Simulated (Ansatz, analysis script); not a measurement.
## Cr (Chromium): energy less the state without spin against total moment, fitted and tested on a withheld row

System: Cr (Chromium), 1 Cr in the cell, space group Im-3m. Cell as run: a = 2.498, b = 2.498, c = 2.498 Å, angles 109.5, 109.5, 109.5°, 1 atoms. From the study “Stoner picture of Cr (Chromium)”.

Method: Free energy against the fixed total moment and moment against field, from collinear runs; PBE, PAW default (analysis script 1). Settings shared by all rows: cutoff 420 eV, 19×19×19 k-mesh, Fermi-Dirac occupations, smearing width 0.05 eV. From parallel starts in this cell no moment survives, so no ferromagnetic state is found at this level (opposed orders were not tried), and it is far: a cell moment of 0.5 μB costs 120 meV.

Results; the value marked ? is withheld:

| total moment (μB/cell) | energy less the state without spin (meV/cell) |
| --- | --- |
| 0 | 0.0 |
| 0.167 | 13.9 |
| 0.333 | 53.7 |
| 0.5 | 120.5 |
| 0.667 | 199.8 |
| 0.833 | 284.8 |
| 1 | 376.4 |
| 1.167 | ? |
| 1.333 | 573.0 |
| 1.5 | 676.3 |

Choose a law, fit it, and give the withheld energy less the state without spin (total moment = 1.167 μB/cell).

**Law.** Time reversal makes the energy even in the moment, so it is expanded as a Landau series from the state without spin. In symbols, E = c2 M² + c4 M⁴ + c6 M⁶, with energy less the state without spin in meV/cell.

**Fit.** Least squares on 8 rows gives c2 = 505.303, c4 = -152.761 and c6 = 27.549.

| total moment (μB/cell) | computed | fit | computed − fit |
| --- | --- | --- | --- |
| 0.167 | 13.9 | 13.97 | -0.07 |
| 0.333 | 53.7 | 54.19 | -0.49 |
| 0.5 | 120.5 | 117.21 | 3.29 |
| 0.667 | 199.8 | 196.99 | 2.81 |
| 0.833 | 284.8 | 286.28 | -1.48 |
| 1 | 376.4 | 380.09 | -3.69 |
| 1.333 | 573.0 | 570.11 | 2.89 |
| 1.5 | 676.3 | 677.38 | -1.08 |

The quadratic term is positive, so within this fit the state without spin is locally stable against a small uniform moment.

**Prediction.** At total moment = 1.167 μB/cell the law predicts 474.42 meV/cell. The computed value is 473.2 meV/cell, 1.22 below the prediction. The row lies between fitted rows, so this is an interpolation. The miss is smaller than the rms residual of the fit, 2.35.

[Hosts, paths, dates, database ids (printed as entryN), source tags and the programs' standing remarks are cut or masked in the printed files.]
